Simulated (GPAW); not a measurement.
**CsMgF3 (Pm-3m): the Mg K absorption edge**

Aim: the near-edge shape at the Mg K edge of CsMgF3 (Pm-3m), and what the core hole does to it.

Program: GPAW 26.7.0. Level of theory: X-ray absorption from dipole matrix elements to empty bands, plane-wave PAW LDA. Results are calculated unless marked as measured.

This is a report of a sequence of runs, with most program output left out.

### Step 1. Set-up

The structure is cubic, space group Pm-3m (No. 221). The conventional cell has a = 4.252 Å, b = 4.252 Å, c = 4.252 Å, α = 90.00°, β = 90.00°, γ = 90.00°. Nearest to Cs lie 12 F at 3.01 Å. Mg has 6 F at 2.13 Å nearest. Nearest to F lie 2 Mg at 2.13 Å and 4 Cs at 3.01 Å. Farther neighbours and most contacts between anions are not listed.

Coordinates:

```cif
data_structure
_symmetry_space_group_name_H-M 'Pm-3m'
_symmetry_Int_Tables_number 221
_cell_length_a 4.2523
_cell_length_b 4.2523
_cell_length_c 4.2523
_cell_angle_alpha 90.000
_cell_angle_beta 90.000
_cell_angle_gamma 90.000
_cell_volume 76.89
loop_
_atom_site_label
_atom_site_type_symbol
_atom_site_symmetry_multiplicity
_atom_site_Wyckoff_symbol
_atom_site_fract_x
_atom_site_fract_y
_atom_site_fract_z
_atom_site_occupancy
Cs1 Cs 1 a 0.00000 0.00000 0.00000 1
Mg1 Mg 1 b 0.50000 0.50000 0.50000 1
F1 F 3 c 0.50000 0.50000 0.00000 1
```

### Step 2. Ground state of the crystal

A plain self-consistent run shows whether there is a gap, which decides the set-up of the core-hole run.

Input file scf.py:

```python
import numpy as np
from ase import Atoms
from ase.parallel import parprint, paropen
from gpaw import GPAW, PW, FermiDirac, Mixer, MixerDif, setup_paths
from gpaw.test import gen
setup_paths.insert(0, '.')
gen('Mg', name='nch1s', xcname='LDA', corehole=(1, 0, 0), write_xml=True)
from gpaw.mpi import world
world.barrier()

atoms = Atoms('CsMgF3',
    cell=[[4.252307, 0, 0],
     [0, 4.252307, 0],
     [0, 0, 4.252307]],
    scaled_positions=[[0, 0, 0],
     [0.5, 0.5, 0.5],
     [0.5, 0.5, 0],
     [0.5, 0, 0.5],
     [0, 0.5, 0.5]],
    pbc=True)
atoms.calc = calc = GPAW(legacy_gpaw=True, mode=PW(500), xc='LDA', setups={1: 'nch1s'},
    kpts={'size': (6, 6, 6), 'gamma': True}, occupations=FermiDirac(0.05),
    charge=0, mixer=Mixer(0.1, 5, 50), maxiter=150,
    convergence={'density': 0.0001}, txt='scf.txt')
energy = atoms.get_potential_energy() + calc.get_reference_energy()
ef = calc.get_fermi_level()
out = dict(energy=energy, fermi=ef, forces=atoms.get_forces().tolist())
parprint(f'all-electron energy {energy:.4f} eV, Fermi level {ef:.4f} eV')
ev = np.array([[calc.get_eigenvalues(k, s) for k in range(len(calc.get_ibz_k_points()))] for s in range(calc.get_number_of_spins())])
out['homo'], out['lumo'], out['counts'] = ev[ev < ef].max(), ev[ev > ef].min(), sorted(set((ev < ef).sum((0, 2)).tolist()))
out['filled'] = (ev[:, 0] < ef).sum(1).tolist()
import json
with paropen('out.json', 'w') as f:
    json.dump(out, f)
```

Run with:

```
$ OMP_NUM_THREADS=1 mpirun -n 4 gpaw python scf.py
```

Elapsed: 6.3 s, on 4 MPI ranks of Arm Neoverse V2, shared host; peak memory 0.19 GiB; 25 s of CPU time.

The mesh shows a gap of 6.37 eV, so the hole is first treated in a charged cell, without the excited electron.

### Step 3. Spectrum without a core hole, Mg atom 2

Without a hole the spectrum is the empty density of states of the right symmetry on the absorber, weighted by matrix elements. It needs only the small cell and serves as the baseline. The data set with a hole of occupation 0 only carries the core orbital.

The absorber has 6 F at 2.13 Å (octahedral, site symmetry m-3m).

Input file xas.py:

```python
import numpy as np
from ase import Atoms
from ase.parallel import parprint, paropen
from gpaw import GPAW, PW, FermiDirac, Mixer, MixerDif, setup_paths
from gpaw.test import gen
setup_paths.insert(0, '.')
gen('Mg', name='nch1s', xcname='LDA', corehole=(1, 0, 0), write_xml=True)
from gpaw.mpi import world
world.barrier()

atoms = Atoms('CsMgF3',
    cell=[[4.252307, 0, 0],
     [0, 4.252307, 0],
     [0, 0, 4.252307]],
    scaled_positions=[[0, 0, 0],
     [0.5, 0.5, 0.5],
     [0.5, 0.5, 0],
     [0.5, 0, 0.5],
     [0, 0.5, 0.5]],
    pbc=True)
atoms.calc = calc = GPAW(legacy_gpaw=True, mode=PW(500), xc='LDA', setups={1: 'nch1s'},
    kpts={'size': (6, 6, 6), 'gamma': True}, occupations=FermiDirac(0.02),
    charge=0, mixer=Mixer(0.1, 5, 50), maxiter=150,
    convergence={'density': 0.0001}, txt='scf.txt')
energy = atoms.get_potential_energy() + calc.get_reference_energy()
ef = calc.get_fermi_level()
out = dict(energy=energy, fermi=ef, forces=atoms.get_forces().tolist())
parprint(f'all-electron energy {energy:.4f} eV, Fermi level {ef:.4f} eV')
ev = np.array([[calc.get_eigenvalues(k, s) for k in range(len(calc.get_ibz_k_points()))] for s in range(calc.get_number_of_spins())])
out['homo'], out['lumo'], out['counts'] = ev[ev < ef].max(), ev[ev > ef].min(), sorted(set((ev < ef).sum((0, 2)).tolist()))
out['filled'] = (ev[:, 0] < ef).sum(1).tolist()

from ase.units import Ha
from gpaw.xas import dipole_matrix_elements
nb = int(calc.get_number_of_electrons() / 2) + 49
top, nb = nb, nb + 8 + nb // 12
nscf = calc.fixed_density(kpts={'size': (5, 5, 5), 'gamma': True}, nbands=nb,
    convergence={'bands': top, 'eigenstates': 1e-5}, maxiter=60, txt='nscf.txt')
cell = atoms.cell.array
ops = [cell.T @ U.T @ np.linalg.inv(cell.T) for U in nscf.wfs.kd.symmetry.op_scc]
filled = [20]  # bands filled in the ground state, by spin
E = np.arange(-25, 34, 0.1)
fwhm = np.interp(E, [4, 25], [0.9, 3.5])
Y, X, zero, highest = 0, 0, 1e9, 1e9
for spin in range(nscf.get_number_of_spins()):
    wfs = nscf.wfs
    A = dipole_matrix_elements(wfs.setups[1])
    eps = np.zeros((wfs.kd.nibzkpts, nb))
    d = np.zeros((3, A.shape[1], wfs.kd.nibzkpts, nb), complex)
    for kpt in wfs.kpt_u:
        if kpt.s == spin and 1 in kpt.P_ani:
            eps[kpt.k] = kpt.eps_n * Ha
            d[:, :, kpt.k] = (kpt.weight * wfs.nspins / 2) ** 0.5 * np.inner(A, kpt.P_ani[1])
    world.sum(eps)
    world.sum(d)
    T = np.einsum('amkn,bmkn->abkn', d, d.conj()).real
    T = sum(np.einsum('ai,ijkn,bj->abkn', R, T, R) for R in ops) / len(ops)
    empty = np.ones_like(eps, bool) & (np.arange(nb) >= filled[spin])
    zero, highest = min(zero, eps[empty].min()), min(highest, eps[:, top - 1].min())
    lines = [(eps, T, empty)] if spin == 0 else lines + [(eps, T, empty)]
for eps, T, empty in lines:
    f = np.einsum('aakn->akn', T).reshape(3, -1)
    x = eps.ravel() - zero
    w = np.interp(x, E, fwhm) / 2.35482
    g = np.exp(-0.5 * ((E[:, None] - x) / w) ** 2) / (w * (2 * np.pi) ** 0.5)
    Y = Y + (f * empty.ravel()) @ g.T
    X = X + (f * ~empty.ravel()) @ g.T
out.update(E=E.round(2).tolist(), xas=Y.tolist(), xes=X.tolist(), zero=zero, valid=highest - zero, nk=len(eps), nb=nb)
for i in range(0, len(E), 10):
    parprint(f'{E[i]:7.2f}', *(f'{v:10.3e}' for v in Y[:, i]))
import json
with paropen('out.json', 'w') as f:
    json.dump(out, f)
```

Run with:

```
$ OMP_NUM_THREADS=1 mpirun -n 4 gpaw python xas.py
```

Wall time 12 s (4 MPI ranks); peak memory 0.21 GiB; 49 s of CPU time.

The Mg K spectrum, Mg atom 2, no core hole (energy from the lowest empty level; intensity scaled to a mean of 1 over the first 20 eV):

| E (eV) | intensity |
| --- | --- |
| -2.0 | 0.00 |
| -1.5 | 0.00 |
| -1.0 | 0.00 |
| -0.5 | 0.00 |
| 0.0 | 0.00 |
| 0.5 | 0.01 |
| 1.0 | 0.03 |
| 1.5 | 0.06 |
| 2.0 | 0.22 |
| 2.5 | 0.51 |
| 3.0 | 0.46 |
| 3.5 | 0.77 |
| 4.0 | 0.71 |
| 4.5 | 0.47 |
| 5.0 | 0.76 |
| 5.5 | 0.76 |
| 6.0 | 0.57 |
| 6.5 | 0.71 |
| 7.0 | 1.16 |
| 7.5 | 1.81 |
| 8.0 | 2.26 |
| 8.5 | 2.16 |
| 9.0 | 1.87 |
| 9.5 | 1.75 |
| 10.0 | 1.72 |
| 10.5 | 1.66 |
| 11.0 | 1.56 |
| 11.5 | 1.42 |
| 12.0 | 1.28 |
| 12.5 | 1.18 |
| 13.0 | 1.10 |
| 13.5 | 1.01 |
| 14.0 | 0.91 |
| 14.5 | 0.84 |
| 15.0 | 0.84 |
| 15.5 | 0.90 |
| 16.0 | 0.99 |
| 16.5 | 1.04 |
| 17.0 | 1.05 |
| 17.5 | 1.03 |
| 18.0 | 0.99 |
| 18.5 | 0.97 |
| 19.0 | 0.96 |
| 19.5 | 0.93 |
| 20.0 | 0.87 |
| 20.5 | 0.77 |
| 21.0 | 0.65 |
| 21.5 | 0.52 |
| 22.0 | 0.42 |
| 22.5 | 0.37 |
| 23.0 | 0.36 |
| 23.5 | 0.41 |
| 24.0 | 0.48 |
| 24.5 | 0.58 |
| 25.0 | 0.67 |
| 25.5 | 0.73 |
| 26.0 | 0.75 |
| 26.5 | 0.74 |
| 27.0 | 0.71 |
| 27.5 | 0.66 |
| 28.0 | 0.61 |
| 28.5 | 0.56 |
| 29.0 | 0.51 |
| 29.5 | 0.47 |
| 30.0 | 0.43 |
| 30.5 | 0.41 |
| 31.0 | 0.39 |
| 31.5 | 0.38 |
| 32.0 | 0.39 |

Main maxima below 24 eV (height): 2.6 eV (0.52), 3.7 eV (0.85), 5.2 eV (0.83), 8.1 eV (2.28) and 16.9 eV (1.05). A K edge sees empty p states on the absorber.

The same matrix elements for filled bands give the Mg K emission of Mg atom 2 (ground-state approximation; energy from the lowest empty level, largest value 1):

| E (eV) | emission |
| --- | --- |
| -24.00 | 0.00 |
| -23.25 | 0.00 |
| -22.50 | 0.00 |
| -21.75 | 0.00 |
| -21.00 | 0.00 |
| -20.25 | 0.00 |
| -19.50 | 0.00 |
| -18.75 | 0.00 |
| -18.00 | 0.00 |
| -17.25 | 0.00 |
| -16.50 | 0.00 |
| -15.75 | 0.00 |
| -15.00 | 0.00 |
| -14.25 | 0.00 |
| -13.50 | 0.00 |
| -12.75 | 0.00 |
| -12.00 | 0.00 |
| -11.25 | 0.01 |
| -10.50 | 0.09 |
| -9.75 | 0.12 |
| -9.00 | 0.35 |
| -8.25 | 0.97 |
| -7.50 | 0.41 |
| -6.75 | 0.06 |
| -6.00 | 0.01 |
| -5.25 | 0.00 |
| -4.50 | 0.00 |
| -3.75 | 0.00 |
| -3.00 | 0.00 |
| -2.25 | 0.00 |
| -1.50 | 0.00 |
| -0.75 | 0.00 |
| 0.00 | 0.00 |
| 0.75 | 0.00 |
| 1.50 | 0.00 |
| 2.25 | 0.00 |
| 3.00 | 0.00 |

Emission maxima: -8.2 eV (1.00).

### Step 4. Supercell without a hole, the energy reference

The photon energy needs a difference of total energies, so the cell and mesh of the coming hole run are first run without a hole.

Edit scf.py of step 2 so:

```diff
@@ -10,14 +10,29 @@
 
-atoms = Atoms('CsMgF3',
-    cell=[[4.252307, 0, 0],
-     [0, 4.252307, 0],
-     [0, 0, 4.252307]],
+atoms = Atoms('Cs4Mg4F12',
+    cell=[[4.252307, 4.252307, 4.252307],
+     [-4.252307, 4.252307, -4.252307],
+     [-4.252307, -4.252307, 4.252307]],
     scaled_positions=[[0, 0, 0],
+     [0, 0.5, 0.5],
+     [0.5, 0, 0.5],
+     [0.5, 0.5, 0],
+     [0.5, 0, 0],
      [0.5, 0.5, 0.5],
-     [0.5, 0.5, 0],
-     [0.5, 0, 0.5],
-     [0, 0.5, 0.5]],
+     [0, 0, 0.5],
+     [0, 0.5, 0],
+     [0.25, 0, 0.75],
+     [0.25, 0.5, 0.25],
+     [0.75, 0, 0.25],
+     [0.75, 0.5, 0.75],
+     [0.25, 0.75, 0],
+     [0.25, 0.25, 0.5],
+     [0.75, 0.75, 0.5],
+     [0.75, 0.25, 0],
+     [0.5, 0.25, 0.25],
+     [0.5, 0.75, 0.75],
+     [0, 0.25, 0.75],
+     [0, 0.75, 0.25]],
     pbc=True)
-atoms.calc = calc = GPAW(legacy_gpaw=True, mode=PW(500), xc='LDA', setups={1: 'nch1s'},
-    kpts={'size': (6, 6, 6), 'gamma': True}, occupations=FermiDirac(0.05),
+atoms.calc = calc = GPAW(legacy_gpaw=True, mode=PW(500), xc='LDA', setups={4: 'nch1s'},
+    kpts={'size': (3, 3, 3), 'gamma': True}, occupations=FermiDirac(0.02),
     charge=0, mixer=Mixer(0.1, 5, 50), maxiter=150,
```

Run with:

```
$ OMP_NUM_THREADS=1 mpirun -n 4 gpaw python scf.py
```

It took 36 s on 4 MPI ranks; peak memory 0.31 GiB.

Reference energy: -900736.471 eV with the cores included.

### Step 5. Spectrum with FCH, Mg atom 2

The holes are 7.4 Å apart. In GPAW the data set carries the hole's charge, so charge=0 means a charged cell and charge=-1 a neutral one. The excited electron is left out and a uniform background balances the charge. After the field has converged, empty bands are computed with the density fixed and the dipole matrix elements are summed.

Edit xas.py of step 3 so:

```diff
@@ -6,3 +6,3 @@
 setup_paths.insert(0, '.')
-gen('Mg', name='nch1s', xcname='LDA', corehole=(1, 0, 0), write_xml=True)
+gen('Mg', name='fch1s', xcname='LDA', corehole=(1, 0, 1), write_xml=True)
 from gpaw.mpi import world
@@ -10,14 +10,29 @@
 
-atoms = Atoms('CsMgF3',
-    cell=[[4.252307, 0, 0],
-     [0, 4.252307, 0],
-     [0, 0, 4.252307]],
+atoms = Atoms('Cs4Mg4F12',
+    cell=[[4.252307, 4.252307, 4.252307],
+     [-4.252307, 4.252307, -4.252307],
+     [-4.252307, -4.252307, 4.252307]],
     scaled_positions=[[0, 0, 0],
+     [0, 0.5, 0.5],
+     [0.5, 0, 0.5],
+     [0.5, 0.5, 0],
+     [0.5, 0, 0],
      [0.5, 0.5, 0.5],
-     [0.5, 0.5, 0],
-     [0.5, 0, 0.5],
-     [0, 0.5, 0.5]],
+     [0, 0, 0.5],
+     [0, 0.5, 0],
+     [0.25, 0, 0.75],
+     [0.25, 0.5, 0.25],
+     [0.75, 0, 0.25],
+     [0.75, 0.5, 0.75],
+     [0.25, 0.75, 0],
+     [0.25, 0.25, 0.5],
+     [0.75, 0.75, 0.5],
+     [0.75, 0.25, 0],
+     [0.5, 0.25, 0.25],
+     [0.5, 0.75, 0.75],
+     [0, 0.25, 0.75],
+     [0, 0.75, 0.25]],
     pbc=True)
-atoms.calc = calc = GPAW(legacy_gpaw=True, mode=PW(500), xc='LDA', setups={1: 'nch1s'},
-    kpts={'size': (6, 6, 6), 'gamma': True}, occupations=FermiDirac(0.02),
+atoms.calc = calc = GPAW(legacy_gpaw=True, mode=PW(500), xc='LDA', setups={4: 'fch1s'},
+    kpts={'size': (3, 3, 3), 'gamma': True}, occupations=FermiDirac(0.02),
     charge=0, mixer=Mixer(0.1, 5, 50), maxiter=150,
@@ -34,5 +49,5 @@
 from gpaw.xas import dipole_matrix_elements
-nb = int(calc.get_number_of_electrons() / 2) + 49
+nb = int(calc.get_number_of_electrons() / 2) + 185
 top, nb = nb, nb + 8 + nb // 12
-nscf = calc.fixed_density(kpts={'size': (5, 5, 5), 'gamma': True}, nbands=nb,
+nscf = calc.fixed_density(kpts={'size': (4, 4, 4), 'gamma': True}, nbands=nb,
     convergence={'bands': top, 'eigenstates': 1e-5}, maxiter=60, txt='nscf.txt')
@@ -40,4 +55,4 @@
 ops = [cell.T @ U.T @ np.linalg.inv(cell.T) for U in nscf.wfs.kd.symmetry.op_scc]
-filled = [20]  # bands filled in the ground state, by spin
-E = np.arange(-25, 34, 0.1)
+filled = [80]  # bands filled in the ground state, by spin
+E = np.arange(-6, 34, 0.1)
 fwhm = np.interp(E, [4, 25], [0.9, 3.5])
@@ -46,3 +61,3 @@
     wfs = nscf.wfs
-    A = dipole_matrix_elements(wfs.setups[1])
+    A = dipole_matrix_elements(wfs.setups[4])
     eps = np.zeros((wfs.kd.nibzkpts, nb))
@@ -50,5 +65,5 @@
     for kpt in wfs.kpt_u:
-        if kpt.s == spin and 1 in kpt.P_ani:
+        if kpt.s == spin and 4 in kpt.P_ani:
             eps[kpt.k] = kpt.eps_n * Ha
-            d[:, :, kpt.k] = (kpt.weight * wfs.nspins / 2) ** 0.5 * np.inner(A, kpt.P_ani[1])
+            d[:, :, kpt.k] = (kpt.weight * wfs.nspins / 2) ** 0.5 * np.inner(A, kpt.P_ani[4])
     world.sum(eps)
```

Run with:

```
$ OMP_NUM_THREADS=1 mpirun -n 4 gpaw python xas.py
```

Elapsed: 6.1 min, on 4 MPI ranks; peak memory 0.65 GiB; 25 min of CPU time.

The Mg K spectrum, Mg atom 2, full core hole (charged cell) (energy from the lowest empty level; intensity scaled to a mean of 1 over the first 20 eV):

| E (eV) | intensity |
| --- | --- |
| -2.00 | 0.00 |
| -1.25 | 0.00 |
| -0.50 | 0.00 |
| 0.25 | 0.00 |
| 1.00 | 0.00 |
| 1.75 | 0.00 |
| 2.50 | 0.33 |
| 3.25 | 3.04 |
| 4.00 | 3.91 |
| 4.75 | 1.82 |
| 5.50 | 1.26 |
| 6.25 | 1.51 |
| 7.00 | 1.77 |
| 7.75 | 1.69 |
| 8.50 | 1.55 |
| 9.25 | 1.38 |
| 10.00 | 0.92 |
| 10.75 | 0.66 |
| 11.50 | 0.59 |
| 12.25 | 0.43 |
| 13.00 | 0.32 |
| 13.75 | 0.44 |
| 14.50 | 0.67 |
| 15.25 | 0.80 |
| 16.00 | 0.76 |
| 16.75 | 0.65 |
| 17.50 | 0.57 |
| 18.25 | 0.55 |
| 19.00 | 0.53 |
| 19.75 | 0.46 |
| 20.50 | 0.37 |
| 21.25 | 0.30 |
| 22.00 | 0.28 |
| 22.75 | 0.32 |
| 23.50 | 0.40 |
| 24.25 | 0.49 |
| 25.00 | 0.55 |
| 25.75 | 0.56 |
| 26.50 | 0.52 |
| 27.25 | 0.45 |
| 28.00 | 0.38 |
| 28.75 | 0.32 |
| 29.50 | 0.28 |
| 30.25 | 0.26 |
| 31.00 | 0.27 |
| 31.75 | 0.31 |

Main maxima below 24 eV (height): 3.7 eV (4.26), 7.2 eV (1.78) and 15.4 eV (0.80). 

The hole costs E(hole) − E(ground) = 1303.63 eV, and the lowest empty level of the hole cell on the spectrum's mesh lies at 6.33 eV, which puts the zero at 1309.96 eV. One term is added: -12.89 eV, since the hole is spin-paired here and a spin-polarised one costs that much less in the free atom (computed apart). The photon energy is then 1297.07 eV. The tabulated edge of the element is 1303 eV. The functional and the charged cell's background leave an error in such absolute values: in the free atom LDA prices this hole 6.5 eV below PBE (computed apart), and PBE is itself good to a few eV.

### Step 6. What the core hole does

Both curves are counted from their own zero, so only the shift of weight within the empty states shows.

| E (eV) | no hole | FCH |
| --- | --- | --- |
| -2.0 | 0.00 | 0.00 |
| -1.0 | 0.00 | 0.00 |
| 0.0 | 0.00 | 0.00 |
| 1.0 | 0.03 | 0.00 |
| 2.0 | 0.22 | 0.01 |
| 3.0 | 0.46 | 1.91 |
| 4.0 | 0.71 | 3.91 |
| 5.0 | 0.76 | 1.51 |
| 6.0 | 0.57 | 1.38 |
| 7.0 | 1.16 | 1.77 |
| 8.0 | 2.26 | 1.63 |
| 9.0 | 1.87 | 1.47 |
| 10.0 | 1.72 | 0.92 |
| 11.0 | 1.56 | 0.64 |
| 12.0 | 1.28 | 0.50 |
| 13.0 | 1.10 | 0.32 |
| 14.0 | 0.91 | 0.51 |
| 15.0 | 0.84 | 0.78 |
| 16.0 | 0.99 | 0.76 |
| 17.0 | 1.05 | 0.62 |
| 18.0 | 0.99 | 0.56 |
| 19.0 | 0.96 | 0.53 |
| 20.0 | 0.87 | 0.43 |
| 21.0 | 0.65 | 0.32 |
| 22.0 | 0.42 | 0.28 |
| 23.0 | 0.36 | 0.34 |
| 24.0 | 0.48 | 0.46 |
| 25.0 | 0.67 | 0.55 |
| 26.0 | 0.75 | 0.55 |
| 27.0 | 0.71 | 0.48 |
| 28.0 | 0.61 | 0.38 |
| 29.0 | 0.51 | 0.30 |
| 30.0 | 0.43 | 0.26 |
| 31.0 | 0.39 | 0.27 |
| 32.0 | 0.39 | 0.32 |

With each curve scaled to its own mean, the area from −2 to 6 eV with the hole is 8.0 against 2.5, and the centre of weight from −1 to 20 eV moves by -2.7 eV: the hole pulls the absorber's empty states down.

### Step 7. Summary of results

- absorber and edge: Mg K, atom 2 of the ground-state input (counted from 1)
- surroundings: 6 F at 2.13 Å (octahedral, site symmetry m-3m)
- highest intensity below 16 eV: 3.7 eV above the zero, height 4.26
- photon energy of the zero, with the added terms: 1297.1 eV (raw 1310.0 eV; LDA puts this hole about 6 eV below PBE, itself good to a few eV)

What this shows: The Mg K edge of atom 2, with 6 F at 2.13 Å (octahedral, site symmetry m-3m), has its highest intensity of the first 16 eV at 3.7 eV above the zero, near 1301 eV in photon energy (LDA puts this hole about 6 eV below PBE, itself good to a few eV), 4.3 times the mean level of the first 20 eV (Gaussian full width 0.9 eV up to 4 eV, rising linearly to 3.5 eV at 25 eV). With each curve scaled to its own mean, the area from −2 to 6 eV with the hole is 8.0 against 2.5, and the centre of weight from −1 to 20 eV moves by -2.7 eV: the hole pulls the absorber's empty states down. The mesh is coarse (0.26 Å⁻¹ between points), so small maxima may be mesh ripples. The structure is a computed Materials Project entry and may be a hypothetical form.

[Logs are printed without paths, hosts, clocks, repeated set-up lines and the standing remarks that a program may print on its own settings, such as how far it seeks lower states.]

[Hosts, paths, dates, database ids (printed as entryN), source tags and the programs' standing remarks are cut or masked in the printed files.]

[Lists of maxima count a maximum above −3 eV only where it reaches 4 % of the highest in the window and stands out from its surroundings by 2 % of it (1.5 % where it reaches 55 %); shoulders and weaker maxima are passed over, and of the rest the first, up to two pre-edge ones and the few strongest are named.]
